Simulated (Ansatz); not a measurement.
**HfC (Fm-3m): modes against uniaxial strain along [110]**

Aim: how do the optical modes of HfC (Fm-3m) shift and split under this strain?

Main program and level: Ansatz 0.2.0; DFT PBEsol, scalar-relativistic, plane waves, PAW; PAW set soft_1.

The database entry behind the starting cell differs from later determinations by our own check (about 0.2 % long), so it need not match the best structure at ambient conditions.

## 1. Starting point

It takes space group Fm-3m (No. 225, cubic). Conventional cell: a = 4.650 Å, b = 4.650 Å, c = 4.650 Å, α = 90.00°, β = 90.00°, γ = 90.00°. Nearest to C lie 6 Hf at 2.33 Å. Nearest to Hf lie 6 C at 2.33 Å. Farther neighbours are not listed.

## 2. Bringing the structure to rest

Harmonic phonons are second derivatives at a point where the forces vanish, and they are wanted at zero stress, so atoms and cell are relaxed first.

Contents of input.yaml:

```yaml
crystal:
  lattice:
    - [0.0, 2.325, 2.325]
    - [2.325, 0.0, 2.325]
    - [2.325, 2.325, 0.0]
  atoms:
    - { symbol: C, position: [0.0, 0.0, 0.0] }
    - { symbol: Hf, position: [0.5, 0.5, 0.5] }
kpoints:
  mp_grid: { grid: [16, 16, 16] }
hamiltonian:
  xc: pbesol
  pseudopotentials: { kind: paw, azcp: { folder: soft_1 }, xc_functional: pbe }
scf:
  occupations: { method: gaussian, width: 0.1 }
output:
  forces: true
  stress: true
  eigenvalues: true
  write_density: true
  write_potential: true
  elf: true
  volumetric_format: npy
relax:
  adjacent_minimum: "off"
  f_tol: 0.005
  max_steps: 80
  cell: { stress_tol: 0.05 }
```

On the command line:

```
$ ansatz run input.yaml --threads 4 --pin off --max-ram 10240MiB --backend cpu --events-out ev --progress --plain --runs-dir out
```

Numbers of over 12 decimals in the logs are rounded to 6 here.

Log:

```text
Engine: ansatz 0.2.0, aarch64-unknown-linux-gnu
Pseudopotentials: kind: paw
Pseudopotential: C, paw, valence charge 4, recommended cutoff 420 eV (normal), soft_1/C.paw.azcp
Pseudopotential: Hf, paw, valence charge 26, recommended cutoff 420 eV (normal), soft_1/Hf.paw.azcp
Functional definition: PBEsol
  exchange = pbesol_x
  correlation = pbesol_c
Crystal: 2 atoms, lattice volume = 25.136 Å³
Basis set: ecut = 420 eV, 531 PW (Γ), exchange–correlation on 48×48×48 points (8 copies of the dense FFT grid, shifted against one another)
Bands: 19, of which v1, the nominal top of the filled ones, is band 15 counted from 1 (14 counted from 0)
Symmetry: 48 space group operations
Space group: Fm-3m (ITA 225), of the structure as read, at distance tolerance 2.9e-5 Å
k-points: 145 of 4096
Non-local potential: C, projectors of the file, l = 0: 2, l = 1: 2, l = 2: 1
Non-local potential: Hf, projectors of the file, l = 0: 3, l = 1: 2, l = 2: 2, l = 3: 3
PAW form: soft (Blöchl's): semilocal exchange-correlation on the pseudo side does not see the compensation charge
PAW frozen core: C, regenerated for the run's functional, and the local potential with it (the file was generated under x = pbe(κ = 0.804, μ = 0.219515), c = pbe(β = 0.066725))
PAW frozen core: Hf, regenerated for the run's functional, and the local potential with it (the file was generated under x = pbe(κ = 0.804, μ = 0.219515), c = pbe(β = 0.066725))
PAW one-centre angular grid: C, 110 points (default); XC on 64 Gauss nodes
PAW one-centre angular grid: Hf, 590 points (default); XC on 64 Gauss nodes
Initial density: superposition of atomic densities (chi_scale 0.1, normalization cell, long waves kept (reshape's long-wave potential 0.00 eV rms))
Initial wavefunctions: pseudopotential atomic-orbital guess
Functional: x = pbesol(κ = 0.804, μ = 0.123457), c = pbesol(β = 0.046)
SCF iter   1: F=—  HF=-15848.031419 eV  |F-HF|=—  |Δ(HF+E_count)|=         —  Δρ=8.43e-2  dr2=2.46e0  ethr=3.10e-3  ⟨swp⟩=5.3  Hψ=12374  notcnv=0
preconditioner: auto → Kerker (q_TF=auto, 2.810 Å⁻¹)  [metal: Δε(μ)=0.066 eV  Ē_g=17.592 eV  σ=0.100 eV  W_gap=0.34  n_scr=14 (ndim 8)  ℏωp=39.2 eV  f_vac=0.000  D(μ)=0.23/eV (n_scr^D=0)]
SCF iter   2: F=—  HF=-15847.529167 eV  |F-HF|=—  |Δ(HF+E_count)|=   5.02e-1  Δρ=3.28e-2  dr2=2.66e-1  ethr=3.10e-3  ⟨swp⟩=2.4  Hψ=5153  notcnv=0  defer=4
SCF iter   3: F=—  HF=-15847.476433 eV  |F-HF|=—  |Δ(HF+E_count)|=   5.27e-2  Δρ=1.43e-2  dr2=3.24e-2  ethr=8.88e-4  ⟨swp⟩=2.2  Hψ=5835  notcnv=0  defer=2
SCF iter   4: F=—  HF=-15847.468114 eV  |F-HF|=—  |Δ(HF+E_count)|=   8.32e-3  Δρ=8.15e-3  dr2=7.98e-3  ethr=1.08e-4  ⟨swp⟩=2.4  Hψ=5685  notcnv=0  defer=2
SCF iter   5: F=—  HF=-15847.468201 eV  |F-HF|=—  |Δ(HF+E_count)|=   8.75e-5  Δρ=1.46e-3  dr2=2.75e-4  ethr=2.66e-5  ⟨swp⟩=2.4  Hψ=4704  notcnv=0  defer=1
SCF iter   6: F=—  HF=-15847.468163 eV  |F-HF|=—  |Δ(HF+E_count)|=   3.79e-5  Δρ=2.51e-4  dr2=1.57e-5  ethr=9.16e-7  ⟨swp⟩=3.1  Hψ=5034  notcnv=0  defer=1
SCF iter   7: F=—  HF=-15847.468168 eV  |F-HF|=—  |Δ(HF+E_count)|=   4.09e-6  Δρ=6.64e-5  dr2=8.09e-7  ethr=5.24e-8  ⟨swp⟩=2.2  Hψ=5026  notcnv=0  defer=1
SCF iter   8: F=-15847.468167 eV  HF=-15847.468167 eV  |F-HF|=8.69e-10  |Δ(HF+E_count)|=   2.63e-8  Δρ=1.40e-5  dr2=2.86e-8  ethr=3.33e-10  ⟨swp⟩=12.7  Hψ=26371  notcnv=0
SCF 1 converged in 8 iterations: F = -15847.468167 eV  dr2 = 2.86e-8
  Residual-converged pass: ⟨swp⟩=1.0  Hψ=3340  notcnv=0  max |occ|·‖R‖ = 7.1e-9 eV (tolerance 1.0e-8 eV)  dr2=2.86e-8  dr2_onsite=4.17e-9  max |Δocc| = 5.2e-10
  greatest PAW one-centre occupation: 0.998 electrons in one spin orbital (limit 2), on the Hf atom at site 1 (counted from 0), in its partial waves of l = 0
relax step   1: F+E_penalty+E_count = -15847.46816748 eV  Δ(F+E_penalty+E_count) = +0.000e0 eV  max|allowed force component| = 5.180e-29 eV/Å  Δτ_max = 0.0000 Å  P = -6.514 GPa  Ω = 25.136 Å³  (8 SCF iters, dr2 threshold 1.00e-7 eV, accepted)
Crystal: 2 atoms, lattice volume = 23.941 Å³
Basis set: ecut = 420 eV, 459 PW (Γ), exchange–correlation on 48×48×48 points (8 copies of the dense FFT grid, shifted against one another)
Initial density: handed on by an earlier stage of this run
Initial wavefunctions: those handed on with the density
iter 1 solved again at ethr=4.10e-5 eV; its pass at ethr=3.10e-3 eV (dr2=1.23e-2 eV) is discarded
SCF iter   1: F=—  HF=-15847.478326 eV  |F-HF|=—  |Δ(HF+E_count)|=         —  Δρ=6.63e-3  dr2=1.25e-2  ethr=4.10e-5  ⟨swp⟩=1.3  Hψ=16512  notcnv=0
preconditioner: auto → Kerker (q_TF=auto, 2.833 Å⁻¹)  [metal: Δε(μ)=0.014 eV  Ē_g=18.198 eV  σ=0.100 eV  W_gap=0.08  n_scr=14 (ndim 8)  ℏωp=40.2 eV  f_vac=0.000  D(μ)=0.45/eV (n_scr^D=0)]
SCF iter   2: F=—  HF=-15847.475565 eV  |F-HF|=—  |Δ(HF+E_count)|=   2.76e-3  Δρ=2.06e-3  dr2=1.15e-3  ethr=4.10e-5  ⟨swp⟩=2.0  Hψ=3478  notcnv=0
SCF iter   3: F=—  HF=-15847.475335 eV  |F-HF|=—  |Δ(HF+E_count)|=   2.30e-4  Δρ=7.34e-4  dr2=9.62e-5  ethr=3.83e-6  ⟨swp⟩=2.2  Hψ=4404  notcnv=0
SCF iter   4: F=—  HF=-15847.475281 eV  |F-HF|=—  |Δ(HF+E_count)|=   5.43e-5  Δρ=5.12e-4  dr2=6.52e-5  ethr=3.21e-7  ⟨swp⟩=2.2  Hψ=5090  notcnv=0
SCF iter   5: F=—  HF=-15847.475263 eV  |F-HF|=—  |Δ(HF+E_count)|=   1.80e-5  Δρ=9.73e-5  dr2=1.92e-6  ethr=2.17e-7  ⟨swp⟩=2.1  Hψ=4912  notcnv=0
SCF iter   6: F=—  HF=-15847.475265 eV  |F-HF|=—  |Δ(HF+E_count)|=   1.46e-6  Δρ=4.27e-5  dr2=4.09e-7  ethr=6.40e-9  ⟨swp⟩=2.3  Hψ=5170  notcnv=0
SCF iter   7: F=-15847.475264 eV  HF=-15847.475265 eV  |F-HF|=8.27e-8  |Δ(HF+E_count)|=   1.65e-8  Δρ=8.54e-6  dr2=9.63e-9  ethr=6.67e-10  ⟨swp⟩=13.0  Hψ=26768  notcnv=0
SCF 2 converged in 7 iterations: F = -15847.475264 eV  dr2 = 9.63e-9
  Residual-converged pass: ⟨swp⟩=1.0  Hψ=3341  notcnv=0  max |occ|·‖R‖ = 7.1e-9 eV (tolerance 1.0e-8 eV)  dr2=9.63e-9  dr2_onsite=1.20e-7  max |Δocc| = 2.1e-10
relax step   2: F+E_penalty+E_count = -15847.47526447 eV  Δ(F+E_penalty+E_count) = -7.097e-3 eV  max|allowed force component| = 7.231e-29 eV/Å  Δτ_max = 0.0000 Å  P = +5.459 GPa  Ω = 23.941 Å³  energy of the carried Pulay correction = +1.387e-3 eV  (7 SCF iters, dr2 threshold 2.00e-7 eV, accepted)
Crystal: 2 atoms, lattice volume = 24.472 Å³
iter 1 solved again at ethr=1.02e-5 eV; its pass at ethr=3.10e-3 eV (dr2=3.06e-3 eV) is discarded
SCF iter   1: F=—  HF=-15847.483837 eV  |F-HF|=—  |Δ(HF+E_count)|=         —  Δρ=3.06e-3  dr2=2.78e-3  ethr=1.02e-5  ⟨swp⟩=2.1  Hψ=15621  notcnv=0
preconditioner: auto → Kerker (q_TF=auto, 2.823 Å⁻¹)  [metal: Δε(μ)=0.006 eV  Ē_g=18.199 eV  σ=0.100 eV  W_gap=0.03  n_scr=14 (ndim 8)  ℏωp=39.7 eV  f_vac=0.000  D(μ)=0.46/eV (n_scr^D=0)]
SCF iter   2: F=—  HF=-15847.483226 eV  |F-HF|=—  |Δ(HF+E_count)|=   6.11e-4  Δρ=9.52e-4  dr2=2.52e-4  ethr=9.26e-6  ⟨swp⟩=2.0  Hψ=3488  notcnv=0
SCF iter   3: F=—  HF=-15847.483175 eV  |F-HF|=—  |Δ(HF+E_count)|=   5.03e-5  Δρ=3.11e-4  dr2=1.93e-5  ethr=8.39e-7  ⟨swp⟩=2.1  Hψ=4385  notcnv=0
SCF iter   4: F=—  HF=-15847.483169 eV  |F-HF|=—  |Δ(HF+E_count)|=   6.72e-6  Δρ=2.20e-4  dr2=1.28e-5  ethr=6.44e-8  ⟨swp⟩=2.2  Hψ=4755  notcnv=0
SCF iter   5: F=—  HF=-15847.483165 eV  |F-HF|=—  |Δ(HF+E_count)|=   3.61e-6  Δρ=4.69e-5  dr2=6.25e-7  ethr=4.27e-8  ⟨swp⟩=2.4  Hψ=3924  notcnv=0
SCF iter   6: F=—  HF=-15847.483165 eV  |F-HF|=—  |Δ(HF+E_count)|=   2.02e-7  Δρ=2.02e-5  dr2=8.93e-8  ethr=6.67e-10  ⟨swp⟩=12.2  Hψ=26528  notcnv=0
SCF iter   7: F=-15847.483165 eV  HF=-15847.483165 eV  |F-HF|=1.75e-10  |Δ(HF+E_count)|=   2.18e-8  Δρ=3.79e-6  dr2=2.72e-9  ethr=2.98e-10  ⟨swp⟩=9.8  Hψ=20082  notcnv=0
SCF 3 converged in 7 iterations: F = -15847.483165 eV  dr2 = 2.72e-9
relax step   3: F+E_penalty+E_count = -15847.48316526 eV  Δ(F+E_penalty+E_count) = -7.901e-3 eV  max|allowed force component| = 2.656e-29 eV/Å  Δτ_max = 0.0000 Å  P = -0.209 GPa  Ω = 24.472 Å³  energy of the carried Pulay correction = +7.630e-4 eV  (7 SCF iters, dr2 threshold 2.00e-7 eV, accepted)
[...]
relax step   4: F+E_penalty+E_count = -15847.48320269 eV  Δ(F+E_penalty+E_count) = -3.743e-5 eV  max|allowed force component| = 1.696e-29 eV/Å  Δτ_max = 0.0000 Å  P = -0.001 GPa  Ω = 24.451 Å³  energy of the carried Pulay correction = +7.869e-4 eV  (3 SCF iters, dr2 threshold 1.10e-7 eV, accepted)
Initial wavefunctions: pseudopotential atomic-orbital guess (no wavefunctions were taken with the density)
iter 1 solved again at ethr=1.17e-9 eV; its pass at ethr=3.10e-3 eV (dr2=3.50e-7 eV) is discarded
SCF iter   1: F=—  HF=-15847.482481 eV  |F-HF|=—  |Δ(HF+E_count)|=         —  Δρ=6.20e-5  dr2=1.27e-7  ethr=1.17e-9  ⟨swp⟩=6.1  Hψ=25884  notcnv=3
preconditioner: auto → Kerker (q_TF=auto, 2.823 Å⁻¹)  [metal: Δε(μ)=0.005 eV  Ē_g=18.179 eV  σ=0.100 eV  W_gap=0.03  n_scr=14 (ndim 8)  ℏωp=39.7 eV  f_vac=0.000  D(μ)=0.46/eV (n_scr^D=0)]
SCF iter   2: F=—  HF=-15847.482480 eV  |F-HF|=—  |Δ(HF+E_count)|=   1.51e-6  Δρ=4.04e-5  dr2=1.20e-7  ethr=4.24e-10  ⟨swp⟩=3.1  Hψ=5783  notcnv=0
SCF iter   3: F=—  HF=-15847.482480 eV  |F-HF|=—  |Δ(HF+E_count)|=   1.18e-8  Δρ=2.34e-5  dr2=2.89e-8  ethr=3.99e-10  ⟨swp⟩=2.8  Hψ=5514  notcnv=0
SCF iter   4: F=—  HF=-15847.482480 eV  |F-HF|=—  |Δ(HF+E_count)|=   2.33e-8  Δρ=3.95e-6  dr2=8.86e-10  ethr=9.63e-11  ⟨swp⟩=2.9  Hψ=4855  notcnv=0
SCF iter   5: F=—  HF=-15847.482480 eV  |F-HF|=—  |Δ(HF+E_count)|=  8.40e-10  Δρ=8.55e-7  dr2=8.49e-11  ethr=2.95e-12  ⟨swp⟩=2.2  Hψ=5004  notcnv=0
SCF iter   6: F=-15847.482480 eV  HF=-15847.482480 eV  |F-HF|=3.64e-12  |Δ(HF+E_count)|=  7.28e-12  Δρ=2.04e-7  dr2=7.97e-12  ethr=1.00e-12  ⟨swp⟩=8.8  Hψ=17649  notcnv=0
SCF 5 converged in 6 iterations: F = -15847.482480 eV  dr2 = 7.97e-12
relax step   5: F+E_penalty+E_count = -15847.48247986 eV  Δ(F+E_penalty+E_count) = +7.228e-4 eV  max|allowed force component| = 1.338e-29 eV/Å  Δτ_max = 0.0000 Å  P = -0.033 GPa  Ω = 24.451 Å³  stress off target by 3.32e-2 GPa  SCF on the basis re-selected at this cell (its energy is not comparable with the rows above)  (6 SCF iters)
basis re-selected at this cell: Δ(F+E_penalty+E_count) = +7.228e-4 eV, ΔP = -0.032 GPa vs the last step (what re-selecting the basis moved, of the pressure what is left beyond the Pulay correction that the steps carried, after the strain that the cell walked since its last selection, with what the two solves' SCF thresholds leave and, on support functions, any second-order correction that the steps lacked; it is no m [...]
SCF converged after 6 iterations
Free energy (F): -15847.482480 eV
Harris-Foulkes:  -15847.482480 eV  (|F-HF|=3.64e-12)
Internal energy: -15847.480192 eV  (E = F + TS)
E sigma→0 (E₀):  -15847.481336 eV
Entropy (-TS):   -0.002288 eV (-1.144 meV/atom)
Fermi energy:    18.982194 eV
--- Per-component energies (eV) ---
  E_band       = 80.578682
  E_kinetic    = 494.916612
  E_local      = -6154.399135  (includes V_loc(G=0)·N_el)
  E_nonlocal   = 91.324405
  E_hartree    = 3017.672923
  E_xc         = -312.445466
  E_vxc        = -314.013889  (∫ρ·V_xc dr)
  E_paw        = -7673.666049  (= ΣΔE_a)
  E_vpaw       = -72.595128  (= ΣTr[D̂ρ^β])
  E_aug_tail   = 0.000101  (compensation charges beyond the density's cutoff)
  E_ewald      = -5312.155740
  E_core_change = 1.272157  (= ΣΔE_core)
  E_smearing   = -0.002288  (= −TS)
  E_closure    = 0.000000  (closes the sum)
  Σ components = -15847.482480   (vs F -15847.482480, Δ=0.00e0)
--- Forces (eV/Å), atoms counted from 1 ---
  atom   1  C     -0.00000000     0.00000000    -0.00000000
  atom   2  Hf     0.00000000     0.00000000    -0.00000000
  max |Σ_I F_I| component: 2.37e-29 eV/Å
--- Stress (GPa, compression-positive) ---
       -0.033162      -0.000000      -0.000000
       -0.000000      -0.033162      -0.000000
       -0.000000      -0.000000      -0.033162
  P = ⅓ Tr σ = -0.0332 GPa (-0.332 kbar)
--- Band table (eV; the first three rows and the last of 145) ---
  k-point 0: bands = [... 11 lower, 8.1569, 20.0834, 20.0834, 20.0834, 20.3083, 20.3083, 20.3083, 22.4032]
  k-point 1: bands = [... 11 lower, 8.1571, 19.2616, 19.5176, 19.5176, 20.5561, 20.5561, 20.8847, 22.9310]
  k-point 2: bands = [... 11 lower, 8.1573, 18.1835, 18.6794, 18.6794, 20.8999, 20.8999, 21.3280, 24.0413]
  k-point 144: bands = [... 11 lower, 9.3768, 15.9280, 16.2235, 16.2235, 22.7140, 22.7140, 25.9073, 26.2492]
--- Relaxed structure (4 steps of the walk, 4 accepted, 1 SCFs on fresh bases) ---
  F+E_penalty+E_count = -15847.48247986 eV   max|allowed force component| = 1.338e-29 eV/Å   (the final SCF, on the basis selected at the relaxed cell)
  cell:  # Å, volume = 24.4509 Å³
    - [0, 2.303679, 2.303679]
    - [2.303679, 0, 2.303679]
    - [2.303679, 2.303679, 0]
  atoms:
    - { symbol: C, position: [0, 0, 0] }
    - { symbol: Hf, position: [0.5, 0.5, 0.5] }
```

The job ended after 7.8 s (4 threads of Arm Neoverse V1, shared host; peak memory 0.39 GiB).

Step by step:

| step | energy less that of the first step (eV) | largest force component (eV/Å) | pressure (GPa) | volume (Å³) |
| --- | --- | --- | --- | --- |
| 1 | 0.0000 | 0.0000 | -6.51 | 25.14 |
| 2 | -0.0071 | 0.0000 | 5.46 | 23.94 |
| 3 | -0.0150 | 0.0000 | -0.21 | 24.47 |
| 4 | -0.0150 | 0.0000 | 0.00 | 24.45 |
| 5* | -0.0143 | 0.0000 | -0.03 | 24.45 |

Relaxation steps marked * repeat the geometry before them on a plane-wave basis chosen anew for their cell, so energy and pressure can jump there.

The run keeps the 48 symmetry operations that it works with, so distortions that break them were not tested.

| conventional cell, symmetrised | before | after | change |
| --- | --- | --- | --- |
| a (Å) | 4.650 | 4.607 | -0.9 % |
| b (Å) | 4.650 | 4.607 | -0.9 % |
| c (Å) | 4.650 | 4.607 | -0.9 % |
| volume (Å³/atom) | 12.57 | 12.23 | -2.7 % |

The relaxed structure:

```cif
data_structure
_symmetry_space_group_name_H-M 'P 1'
_symmetry_Int_Tables_number 1
_cell_length_a 3.2579
_cell_length_b 3.2579
_cell_length_c 3.2579
_cell_angle_alpha 60.000
_cell_angle_beta 60.000
_cell_angle_gamma 60.000
_cell_volume 24.45
loop_
_atom_site_label
_atom_site_type_symbol
_atom_site_fract_x
_atom_site_fract_y
_atom_site_fract_z
_atom_site_occupancy
C1 C 0.00000 0.00000 0.00000 1
Hf2 Hf 0.50000 0.50000 0.50000 1
```

Numbers from this step:

- pressure: -0.03316 GPa
- volume per atom: 12.23 Å³
- gap on the k-mesh: 0 eV

Electrostatic potential energy in the ac plane of the conventional cell at fractional y = 0.000, with atoms of C and Hf within 0.2 Å of it. With pseudopotentials it is smooth inside the atoms' cores, unlike the true potential.

Ten even steps from '_' (-35 eV) to '@' (19 eV), each cell a mean:
```
__--%%@@**--++++====%%@@**__
++##@@@@%%++----==**@@@@@@**
@@@@@@@@@@%%****##%%@@@@@@@@
%%%%@@@@@@@@@@%%@@@@@@@@@@%%
==++##@@@@@@%%%%@@@@@@%%**==
==--++%%@@##--..++@@@@##====
**====%%@@++____..%%%%**--++
++====%%@@**____--%%@@**--++
--==**@@@@@@**++##@@@@%%++--
**##%%@@@@@@@@@@@@@@@@@@%%**
%%@@@@@@@@@@%%%%%%@@@@@@@@@@
%%@@@@@@%%**====++##@@@@@@%%
..++@@@@##======--++%%@@##--
__..%%%%**--++**====%%@@++__
```
Columns run along a (4.6 Å; values clipped at the 3rd and 97th percentile), rows up along c (4.6 Å), edges of the conventional cell, whose origin can differ from the input's. Atoms in or near the plane, at fractional coordinates: C at (0.00, 0.00), C at (0.50, 0.50), Hf at (0.50, 0.00), Hf at (0.00, 0.50).

Valence density in the ac plane of the conventional cell at fractional y = 0.000, with atoms of C and Hf within 0.2 Å of it. It is the smooth field of the valence electrons, not physical close to the nuclei.

Ten steps, logarithmic in the rise over the least value, from '_' (0 e/Å³) to '@' (50 e/Å³), each cell a mean:
```
::::..__..++%%@@##--....::::
::....____::++**==..____..::
..__________..::..________..
..____________..__________..
--::______........______..--
##**::____..::::::..__..==##
@@##--....::::::::....::**@@
@@##--....::::::::..__..++%%
**==..____..::::....____::++
::..________....__________..
..__________....____________
....______..----::______....
::::..__..==####**::____..::
::::....::**@@@@##--....::::
```
Columns run along a (4.6 Å), rows up along c (4.6 Å), edges of the conventional cell, whose origin can differ from the input's. Atoms in or near the plane, at fractional coordinates: C at (0.00, 0.00), C at (0.50, 0.50), Hf at (0.50, 0.00), Hf at (0.00, 0.50).

ELF in the ac plane of the conventional cell at fractional y = 0.000, with atoms of C and Hf within 0.2 Å of it. It is the smooth field of the valence electrons, not physical close to the nuclei.

Ten even steps from '0' (0.11) to '9' (0.85), each cell a mean:
```
27833899951684
88831588721588
66520133200356
21012333321011
64105888872025
98416875883279
99626820583389
99516842783389
87215888883158
32003566652013
33210112101233
88720256410588
58832799841687
05833899962682
```
Columns run along a (4.6 Å), rows up along c (4.6 Å), edges of the conventional cell, whose origin can differ from the input's. Atoms in or near the plane, at fractional coordinates: C at (0.00, 0.00), C at (0.50, 0.50), Hf at (0.50, 0.00), Hf at (0.00, 0.50).

In this step the volume went from 12.57 to 12.23 Å³/atom.

## 3. Tight relaxation

Phonons need small forces and stress, so the relaxation is finished with tight tolerances on 16×16×16 k points.

input.yaml, the sections that differ from step 2:

```yaml
crystal:
  lattice:
    - [0.0, 2.3036785237, 2.3036785237]
    - [2.3036785237, 0.0, 2.3036785237]
    - [2.3036785237, 2.3036785237, 0.0]
  atoms:
    - { symbol: C, position: [0.0, 0.0, 0.0] }
    - { symbol: Hf, position: [0.5, 0.5, 0.5] }
scf:
  occupations: { method: methfessel_paxton, width: 0.2 }
output:
  forces: true
  stress: true
  eigenvalues: true
relax:
  adjacent_minimum: "off"
  f_tol: 0.001
  max_steps: 60
  cell: { stress_tol: 0.01 }
# kpoints, hamiltonian: as in step 2
```

Log:

```text
[...]
Crystal: 2 atoms, lattice volume = 24.451 Å³
Basis set: ecut = 420 eV, 531 PW (Γ), exchange–correlation on 48×48×48 points (8 copies of the dense FFT grid, shifted against one another)
Bands: 19, of which v1, the nominal top of the filled ones, is band 15 counted from 1 (14 counted from 0)
Symmetry: 48 space group operations
[...]
k-points: 145 of 4096
[...]
k-point 144: bands = [... 11 lower, 9.3795, 15.9305, 16.2262, 16.2262, 22.7171, 22.7171, 25.9108, 26.2530]
--- Relaxed structure (3 steps of the walk, 3 accepted, 1 SCFs on fresh bases) ---
[...]
cell:  # Å, volume = 24.4478 Å³
    - [0, 2.303580, 2.303580]
    - [2.303580, 0, 2.303580]
    - [2.303580, 2.303580, 0]
  atoms:
    - { symbol: C, position: [0, 0, 0] }
    - { symbol: Hf, position: [0.5, 0.5, 0.5] }
[key lines of the parts left out:]
SCF converged after 6 iterations
Free energy (F): -15847.482024 eV
Fermi energy:    18.986593 eV
P = ⅓ Tr σ = -0.0003 GPa (-0.003 kbar)
```

It took 5.5 s on 4 threads; peak memory 0.38 GiB.

Little changed from the start: no atom moved by 0.005 Å and no cell edge by 0.1 %.

This step gave:

* pressure: -2.85e-4 GPa
* volume per atom: 12.22 Å³

The forces vanish by symmetry and the pressure is 0.000 GPa, within the tolerances set. The cell now holds 12.22 Å³/atom.

(Continued in part 2 of 2.)

[Logs are printed without paths, hosts, clocks, repeated set-up lines and the standing remarks that a program may print on its own settings, such as how far it seeks lower states.]

[Hosts, paths, dates, database ids (printed as entryN), source tags and the programs' standing remarks are cut or masked in the printed files.]
